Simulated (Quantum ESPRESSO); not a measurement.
# Core-hole calculation of the C K edge in HfC (Fm-3m)

Aim: the near-edge shape at the C K edge of HfC (Fm-3m), and what the core hole does to it.

Method: X-ray absorption near-edge structure, plane-wave PAW PBE, one-electron final states by a Lanczos continued fraction, without spin-orbit coupling, in Quantum ESPRESSO 7.5.

The database entry behind the starting cell differs from later determinations by our own check (about 0.2 % long), so it need not match the best structure at ambient conditions.

### Step 1. The structure

It takes space group Fm-3m (No. 225, cubic). The conventional cell has a = 4.650 Å, b = 4.650 Å, c = 4.650 Å, α = 90.00°, β = 90.00°, γ = 90.00°. Nearest to Hf lie 6 C at 2.33 Å. C has 6 Hf at 2.33 Å nearest. Farther neighbours are not listed.

### Step 2. Ground state of the crystal

The ground state comes first: it tells whether the system has a gap, which decides how the excited electron is treated.

Input file scf.in:

```
&control
   calculation='scf', prefix='x', pseudo_dir='../pp', outdir='tmp', tprnfor=.true.
/
&system
   ibrav=0, nat=2, ntyp=2, nbnd=12
   ecutwfc=46, ecutrho=360
   occupations='smearing', smearing='mv', degauss=0.015
/
&electrons
   conv_thr=2.0e-08, electron_maxstep=120
   mixing_beta=0.5
/
ATOMIC_SPECIES
Hf 1.0 Hf.pbe-spn-kjpaw.UPF
C3 1.0 C.pbe-n-kjpaw.UPF
CELL_PARAMETERS angstrom
  0.00000000 2.32500000 2.32500000
  2.32500000 0.00000000 2.32500000
  2.32500000 2.32500000 0.00000000
ATOMIC_POSITIONS crystal
Hf   0.50000000 0.50000000 0.50000000
C3   0.00000000 0.00000000 0.00000000
K_POINTS automatic
10 10 10 0 0 0
```

Input file Hf.pbe-spn-kjpaw.ld1.in:

```
&input
   title='Hf', zed=72., rel=1, iswitch=3, dft='PBE',
   config='[Xe] 4f14 6s2 6p0 5d2'
/
&inputp
   file_pseudopw='Hf.pbe-spn-kjpaw.UPF', author='',
   lpaw=.true.,
   pseudotype=3,
   lloc=-1,
   rcloc=1.7,
   which_augfun='PSQ',
   rmatch_augfun_nc=.true.,
   nlcc=.true.,
   new_core_ps=.true.,
   rcore=1.2,
   tm=.true.,
   lgipaw_reconstruction=.true., use_paw_as_gipaw=.true.
/
6
5S  1  0  2.00  0.00  1.00  1.30  0.0
6S  2  0  2.00  0.00  1.00  1.30  0.0
5P  2  1  6.00  0.00  1.10  1.30  0.0
6P  3  1  0.00 -2.20  1.10  1.30  0.0
5D  3  2  2.00  0.00  1.50  1.60  0.0
5D  3  2  0.00  0.05  1.50  1.60  0.0
```

Input file C.pbe-n-kjpaw.ld1.in:

```
&input
   title='C', zed=6., rel=1, iswitch=3, dft='PBE',
   config='[He] 2s2 2p2'
/
&inputp
   file_pseudopw='C.pbe-n-kjpaw.UPF', author='',
   lpaw=.true.,
   pseudotype=3,
   lloc=-1,
   rcloc=0.9,
   which_augfun='PSQ',
   rmatch_augfun_nc=.true.,
   nlcc=.true.,
   new_core_ps=.true.,
   rcore=0.7,
   tm=.true.,
   lgipaw_reconstruction=.true., use_paw_as_gipaw=.true.
/
4
2S  1  0  2.00  0.00  1.00  1.20  0.0
2S  1  0  0.00  3.00  1.00  1.20  0.0
2P  2  1  2.00  0.00  0.90  1.40  0.0
2P  2  1  0.00  0.05  0.90  1.40  0.0
```

Run with:

```
OMP_NUM_THREADS=1 mpirun --oversubscribe --bind-to none -np 4 pw.x -nk 4 -in scf.in > scf.out
```

What it wrote:

```text
     [... banner and references ...]
using ibrav=0 with symmetry is DISCOURAGED, use correct ibrav instead

     G-vector sticks info
     --------------------

     Using Slab Decomposition

     bravais-lattice index     =            0
     lattice parameter (alat)  =       6.2135  a.u.
     unit-cell volume          =     169.6272 (a.u.)^3
     number of atoms/cell      =            2
     number of atomic types    =            2
     number of electrons       =        16.00
     number of Kohn-Sham states=           12
     kinetic-energy cutoff     =      46.0000  Ry
     charge density cutoff     =     360.0000  Ry
     scf convergence threshold =      2.0E-08
     mixing beta               =       0.5000
     number of iterations used =            8  plain     mixing
     Exchange-correlation= SLA  PW   PBX  PBC
                           (   1   4   3   4   0   0   0)

     celldm(1)=   6.213507  celldm(2)=   0.000000  celldm(3)=   0.000000
     celldm(4)=   0.000000  celldm(5)=   0.000000  celldm(6)=   0.000000

     crystal axes: (cart. coord. in units of alat)
               a(1) = (   0.000000   0.707107   0.707107 )
               a(2) = (   0.707107   0.000000   0.707107 )
               a(3) = (   0.707107   0.707107   0.000000 )

     reciprocal axes: (cart. coord. in units 2 pi/alat)
               b(1) = ( -0.707107  0.707107  0.707107 )
               b(2) = (  0.707107 -0.707107  0.707107 )
               b(3) = (  0.707107  0.707107 -0.707107 )

     PseudoPot. #1 for Hf:     Pseudo is Projector augmented-wave + core cor, Zval = 12.0

     ../pp/C.pbe-n-kjpaw.UPF
     Pseudo is Projector augmented-wave + core cor, Zval =  4.0
     Shape of augmentation charge: PSQ
     Using radial grid of 1073 points,  4 beta functions with:
                l(1) =   0
                l(2) =   0
                l(3) =   1
                l(4) =   1
     Q(r) pseudized with 0 coefficients

     atomic species   valence    mass     pseudopotential
     Hf               12.00     1.00000     Hf( 1.00)
     C3                4.00     1.00000     C ( 1.00)

     48 Sym. Ops., with inversion, found

   Cartesian axes

     site n.     atom                  positions (alat units)
         1        Hf     tau(   1) = (   0.7071068   0.7071068   0.7071068  )
         2        C3     tau(   2) = (   0.0000000   0.0000000   0.0000000  )

     number of k points=    47  Marzari-Vanderbilt smearing, width (Ry)=  0.0150
                       cart. coord. in units 2pi/alat
        k(    1) = (   0.0000000   0.0000000   0.0000000), wk =   0.0020000
        k(    2) = (   0.0707107   0.0707107  -0.0707107), wk =   0.0160000
        k(    3) = (   0.1414214   0.1414214  -0.1414214), wk =   0.0160000
        k(    4) = (   0.2121320   0.2121320  -0.2121320), wk =   0.0160000
        k(    5) = (   0.2828427   0.2828427  -0.2828427), wk =   0.0160000
[...]
k(   45) = (  -0.1414214  -0.4242641   0.7071068), wk =   0.0480000
        k(   46) = (  -0.0707107  -0.3535534   0.6363961), wk =   0.0480000
        k(   47) = (  -0.7071068   0.2828427   0.0000000), wk =   0.0240000

     Dense  grid:    19603 G-vectors     FFT dimensions: (  40,  40,  40)

     Smooth grid:     7119 G-vectors     FFT dimensions: (  27,  27,  27)

     Initial potential from superposition of free atoms

     starting charge      15.9980, renormalised to      16.0000
     Starting wfcs are   14 randomized atomic wfcs
     Checking if some PAW data can be deallocated...

     per-process dynamical memory:    25.5 Mb

     Self-consistent Calculation

     iteration #  1     ecut=    46.00 Ry     beta= 0.50
     Davidson diagonalization with overlap
     ethr =  1.00E-02,  avg # of iterations =  2.3

     total energy              =    -714.57587706 Ry
     estimated scf accuracy    <       0.61123372 Ry

     iteration #  2     ecut=    46.00 Ry     beta= 0.50
[...]
total energy              =    -714.80747507 Ry
     estimated scf accuracy    <       0.00000008 Ry

     iteration # 14     ecut=    46.00 Ry     beta= 0.50
     Davidson diagonalization with overlap
     ethr =  4.79E-10,  avg # of iterations =  2.0

     End of self-consistent calculation

          k = 0.0000 0.0000 0.0000 (   893 PWs)   bands (ev):

   -45.6805 -14.1062 -14.1062 -14.1062   3.1432  16.3007  16.3007  16.3007
    16.8392  16.8392  16.8392  18.8432

          k = 0.0707 0.0707-0.0707 (   908 PWs)   bands (ev):

   -45.6767 -14.1753 -14.1132 -14.1132   3.3913  15.0024  15.3775  15.3775
    17.2312  17.2312  17.5346  19.8938

          k = 0.1414 0.1414-0.1414 (   914 PWs)   bands (ev):

   -45.6667 -14.3509 -14.1307 -14.1307   4.0856  13.2397  14.1761  14.1761
    17.9695  17.9695  18.0510  21.8538

          k = 0.2121 0.2121-0.2121 (   893 PWs)   bands (ev):

   -45.6541 -14.5587 -14.1514 -14.1514   5.0919  11.5333  13.2389  13.2389
    18.7146  19.0404  19.0404  23.9666

          k = 0.2828 0.2828-0.2828 (   887 PWs)   bands (ev):

   -45.6439 -14.7215 -14.1682 -14.1682   6.1997  10.0641  12.6575  12.6575
    19.8279  20.1924  20.1924  23.4005

          k =-0.3536-0.3536 0.3536 (   886 PWs)   bands (ev):

[...]
k = 0.1414-0.0000 0.0000 (   901 PWs)   bands (ev):

[...]
k = 0.2121 0.0707-0.0707 (   901 PWs)   bands (ev):

[...]
k =-0.2828-0.4243 0.4243 (   893 PWs)   bands (ev):

[...]
k =-0.2121-0.3536 0.3536 (   891 PWs)   bands (ev):

[...]
k =-0.1414-0.2828 0.2828 (   895 PWs)   bands (ev):

[...]
k =-0.0707-0.2121 0.2121 (   900 PWs)   bands (ev):

[...]
k = 0.0000-0.1414 0.1414 (   907 PWs)   bands (ev):

[...]
k = 0.2828-0.0000 0.0000 (   889 PWs)   bands (ev):

[...]
k = 0.0000-0.2828 0.2828 (   909 PWs)   bands (ev):

[...]
k = 0.4950 0.0707-0.0707 (   887 PWs)   bands (ev):

[...]
k = 0.5657-0.0000 0.0000 (   886 PWs)   bands (ev):

[...]
k = 0.0000-0.5657 0.5657 (   894 PWs)   bands (ev):

[...]
k =-0.7071 0.0000 0.0000 (   894 PWs)   bands (ev):

[...]
k = 0.2828 0.1414 0.0000 (   891 PWs)   bands (ev):

[...]
k = 0.3536 0.2121-0.0707 (   893 PWs)   bands (ev):

[...]
k = 0.4243 0.1414-0.0000 (   886 PWs)   bands (ev):

[...]
k = 0.0000-0.2828 0.4243 (   888 PWs)   bands (ev):

[...]
k =-0.0000-0.4243 0.5657 (   897 PWs)   bands (ev):

[...]
k =-0.7071 0.1414 0.0000 (   904 PWs)   bands (ev):

[...]
k =-0.1414-0.4243 0.7071 (   896 PWs)   bands (ev):

   -45.6301 -14.5958 -14.4391 -14.2942   5.8085  11.5966  12.8524  13.1466
    18.0671  20.1749  21.9598  22.4186

          k =-0.0707-0.3536 0.6364 (   900 PWs)   bands (ev):

   -45.6280 -14.5648 -14.4895 -14.3157   5.8592  11.7690  12.7323  13.0612
    19.0214  19.0548  22.0511  23.0573

          k =-0.7071 0.2828 0.0000 (   892 PWs)   bands (ev):

   -45.6267 -14.5767 -14.4651 -14.3497   5.6858  12.6480  12.7146  12.8184
    18.0300  20.0481  22.2041  22.3804

     the Fermi energy is    15.4013 ev

!    total energy              =    -714.80747508 Ry
     total all-electron energy =    -30233.333775 Ry
     estimated scf accuracy    <          4.6E-10 Ry
     smearing contrib. (-TS)   =      -0.00006149 Ry
     internal energy E=F+TS    =    -714.80741359 Ry

     The total energy is F=E-TS. E is the sum of the following terms:
     one-electron contribution =      -5.90153888 Ry
     hartree contribution      =      13.02071486 Ry
     xc contribution           =     -46.14739206 Ry
     ewald contribution        =     -95.38758228 Ry
     one-center paw contrib.   =    -580.39161523 Ry

     convergence has been achieved in  14 iterations

     Forces acting on atoms (cartesian axes, Ry/au):

     atom    1 type  1   force =     0.00000000   -0.00000000   -0.00000000
     atom    2 type  2   force =     0.00000000   -0.00000000   -0.00000000

     Total force =     0.000000     Total SCF correction =     0.000000

     XML data file, charge density, pseudopotentials, collected wavefunctions

=------------------------------------------------------------------------------=
   JOB DONE.
=------------------------------------------------------------------------------=
```

The job ended after 4.5 s (4 MPI ranks of Intel Xeon 6975P-C (Granite Rapids), shared host; peak memory 0.08 GiB; 17 s of CPU time).

Absorbing atoms carry a label of their own (element plus a letter or digit), as the spectrum program needs them as separate species.

The mesh shows no gap, so the system is treated as a metal and the core electron is put at the Fermi level (neutral cell).

### Step 3. Spectrum without a core hole, C atom 2

Without a hole the spectrum is the empty density of states of the right symmetry on the absorber, weighted by matrix elements. It needs only the small cell and serves as the baseline.

The absorber has 6 Hf at 2.33 Å (octahedral, site symmetry m-3m).

Input file xspectra.in:

```
&input_xspectra
   calculation='xanes_dipole', edge='K'
   prefix='x', outdir='tmp', xiabs=2, xe0=15.4013
   xonly_plot=.false., x_save_file='xanes.sav'
   xniter=3000, xcheck_conv=20, xerror=0.005
   xcoordcrys=.false., xepsilon(1)=1, xepsilon(2)=0, xepsilon(3)=0
/
&plot
   xnepoint=413, xemin=-10, xemax=45, terminator=.true., cut_occ_states=.true.
   xgamma=0.4
/
&pseudos
   filecore='../C.wfc'
/
&cut_occ
   cut_desmooth=0.1, cut_stepl=0.05, cut_stepu=0.05, cut_ierror=1e-5
/
11 11 11 0 0 0
```

Run with:

```
OMP_NUM_THREADS=1 mpirun --oversubscribe --bind-to none -np 4 xspectra.x -nk 4 -in xspectra.in > xspectra.out
```

What it wrote:

```text
     [... banner and references ...]
Reading input_file

     calculation: xanes_dipole

     xepsilon  [cartesian coordinates]:   1.000000   0.000000   0.000000

     xonly_plot: FALSE
        => complete calculation: Lanczos + spectrum plot

     filecore (core-wavefunction file): ../C.wfc

     main plot parameters:
        cut_occ_states: TRUE
        gamma_mode:  constant
        -> using xgamma [eV]:  0.40
        xemin [eV]: -10.00
        xemax [eV]:  45.00
        xnepoint:  413
        xe0 [eV]:  15.401300 (energy zero read in input file)

[...]
Results of STEP 1 successfully written in x_save_file
     x_save_file name:
     ->  xanes.sav
     x_save_file version:  2

     ... End STEP 1 ...

     ... Begin STEP 2 ...

     The spectrum is calculated using the following parameters:
        xe0 [eV]:   15.4013
        the occupied states are elimintate from the spectrum
        xemin [eV]: -10.00
        xemax [eV]:  45.00
        xnepoint:  413
        constant broadening parameter [eV]:    0.400
        Core level energy [eV]:  -284.2
         (from electron binding energy of neutral atoms in X-ray data booklet)

     Cross-section successfully written in xanes.dat

     ... End STEP 2 ...

                                END JOB XSpectra
```

Wall time 19 s (4 MPI ranks); peak memory 0.13 GiB; 74 s of CPU time.

The C K spectrum, C atom 2, no core hole (energy from the energy zero of the input (xe0, at the border of filled and empty states); intensity scaled to a mean of 1 over the first 20 eV; the points at xe0, where the cut of filled states can leave a spike, are interpolated):

```tsv
E (eV)	intensity
-2.00	0.05
-1.25	0.07
-0.50	0.16
0.25	0.44
1.00	0.53
1.75	0.56
2.50	0.69
3.25	0.75
4.00	0.83
4.75	0.90
5.50	1.19
6.25	1.10
7.00	0.83
7.75	0.90
8.50	1.09
9.25	1.07
10.00	1.19
10.75	1.54
11.50	2.07
12.25	2.01
13.00	2.11
13.75	1.74
14.50	1.29
15.25	0.82
16.00	0.77
16.75	0.94
17.50	0.61
18.25	0.28
19.00	0.20
19.75	0.32
20.50	0.43
21.25	0.44
22.00	0.30
22.75	0.28
23.50	0.49
24.25	0.73
25.00	0.47
25.75	0.58
26.50	0.86
27.25	1.14
28.00	1.62
28.75	1.72
29.50	1.51
30.25	1.03
31.00	0.75
31.75	0.69
```

Main maxima below 24 eV (height): 5.6 eV (1.21), 8.7 eV (1.11), 9.8 eV (1.26), 11.4 eV (2.15), 12.6 eV (2.21) and 13.2 eV (2.19). A K edge sees empty p states on the absorber.

### Step 4. Another broadening

The final state's lifetime shortens with energy, so measured features broaden above the edge; the saved Lanczos coefficients are redrawn with a width that grows.

Input file xspectra_plot.in:

```
&input_xspectra
   calculation='xanes_dipole', edge='K'
   prefix='x', outdir='tmp', xiabs=2, xe0=15.4013
   xonly_plot=.true., x_save_file='xanes.sav'
   xniter=3000, xcheck_conv=20, xerror=0.005
   xcoordcrys=.false., xepsilon(1)=1, xepsilon(2)=0, xepsilon(3)=0
/
&plot
   xnepoint=413, xemin=-10, xemax=45, terminator=.true., cut_occ_states=.true.
   gamma_mode='variable', gamma_energy(1)=4, gamma_energy(2)=25, gamma_value(1)=0.3, gamma_value(2)=2.5
/
&pseudos
   filecore='../C.wfc'
/
&cut_occ
   cut_desmooth=0.1, cut_stepl=0.05, cut_stepu=0.05, cut_ierror=1e-5
/
11 11 11 0 0 0
```

Run with:

```
OMP_NUM_THREADS=1 xspectra.x -in xspectra_plot.in > xspectra_plot.out
```

What it wrote:

```text
     [... banner and references ...]
Reading input_file
     -------------------------------------------------------------------------

     calculation: xanes_dipole

     xonly_plot: TRUE
        => only the spectrum plot

     main plot parameters:
        cut_occ_states: TRUE
        gamma_mode:  variable
        -> first, constant up to point ( 4.00, 0.30) [eV]
        -> then, linear up to point (25.00, 2.50) [eV]
        -> finally, constant up to xemax
        xemin [eV]: -10.00
        xemax [eV]:  45.00
        xnepoint:  413
[...]
xemin [eV]: -10.00
        xemax [eV]:  45.00
        xnepoint:  413
        energy-dependent broadening parameter:
         -> first, constant up to point ( 4.00, 0.30) [eV]
         -> then, linear up to point (25.00, 2.50) [eV]
         -> finally, constant up to xemax
        Core level energy [eV]:  -284.2
         (from electron binding energy of neutral atoms in X-ray data booklet)

     Cross-section successfully written in xanes.dat

     -------------------------------------------------------------------------
                                END JOB XSpectra
     -------------------------------------------------------------------------
[key lines of the parts left out:]
Fermi level [eV]:  15.5955
```

Elapsed: 8.3 s, on 1 MPI rank; peak memory 0.13 GiB.

With a Lorentzian half width 0.3 eV up to 4 eV, rising linearly to 2.5 eV at 25 eV, the maxima are 1.3 eV (0.62), 2.4 eV (0.74), 4.2 eV (0.90), 5.6 eV (1.20) and 12.4 eV (1.74).

### Step 5. Reference energy of the supercell

The photon energy needs a difference of total energies, so the cell and mesh of the coming hole run are first run without a hole.

Input file scf.in:

```
&control
   calculation='scf', prefix='x', pseudo_dir='../pp', outdir='tmp', tprnfor=.true.
/
&system
   ibrav=0, nat=12, ntyp=2, nbnd=59
   ecutwfc=46, ecutrho=360
   occupations='smearing', smearing='mv', degauss=0.015
/
&electrons
   conv_thr=1.2e-07, electron_maxstep=120
   mixing_beta=0.5
/
ATOMIC_SPECIES
Hf 1.0 Hf.pbe-spn-kjpaw.UPF
C 1.0 C.pbe-n-kjpaw.UPF
CELL_PARAMETERS angstrom
  2.32500000 4.65000000 2.32500000
  4.65000000 -2.32500000 -2.32500000
  -2.32500000 4.65000000 -2.32500000
ATOMIC_POSITIONS crystal
Hf   0.75000000 0.00000000 0.75000000
Hf   0.25000000 0.33333333 0.91666667
Hf   0.75000000 0.66666667 0.08333333
Hf   0.75000000 0.33333333 0.41666667
Hf   0.25000000 0.66666667 0.58333333
Hf   0.25000000 0.00000000 0.25000000
C    0.00000000 0.00000000 0.00000000
C    0.50000000 0.33333333 0.16666667
C    0.00000000 0.66666667 0.33333333
C    0.00000000 0.33333333 0.66666667
C    0.50000000 0.66666667 0.83333333
C    0.50000000 0.00000000 0.50000000
K_POINTS automatic
5 6 6 0 0 0
```

Run with:

```
OMP_NUM_THREADS=1 mpirun --oversubscribe --bind-to none -np 4 pw.x -nk 4 -in scf.in > scf.out
```

What it wrote:

```text
     [... banner and references ...]
[banner, memory and clock lines left out]
Found identity + ( -0.5000  0.3333  0.1667) symmetry
     This is a supercell, fractional translations are disabled
     using ibrav=0 with symmetry is DISCOURAGED, use correct ibrav instead

     G-vector sticks info

     bravais-lattice index     =            0
     lattice parameter (alat)  =      10.7621  a.u.
     unit-cell volume          =    1017.7631 (a.u.)^3
[...]
atom    3 type  1   force =    -0.00000295   -0.00000383   -0.00000216
[...]
atom   11 type  2   force =    -0.00000032   -0.00000000    0.00000032
     atom   12 type  2   force =     0.00000000    0.00000000    0.00000000

     Total force =     0.000013     Total SCF correction =     0.000039
     SCF correction compared to forces is large: reduce conv_thr to get better values

     XML data file, charge density, pseudopotentials, collected wavefunctions
[key lines of the parts left out:]
!    total energy              =   -4288.84491619 Ry
the Fermi energy is    15.3565 ev
convergence has been achieved in  21 iterations
```

It took 1.9 min on 4 MPI ranks; peak memory 0.29 GiB.

Reference energy: -2468072.769 eV with the cores included.

[end of part 1 of 3]

[Banner, clock and machine lines of the logs are left out without a mark of their own.]

[Logs are printed without paths, hosts, clocks, repeated set-up lines and the standing remarks that a program may print on its own settings, such as how far it seeks lower states.]

[Hosts, paths, dates, database ids (printed as entryN), source tags and the programs' standing remarks are cut or masked in the printed files.]

[Lists of maxima count a maximum above −3 eV only where it reaches 4 % of the highest in the window and stands out from its surroundings by 2 % of it (1.5 % where it reaches 55 %); shoulders and weaker maxima are passed over, and of the rest the first, up to two pre-edge ones and the few strongest are named.]
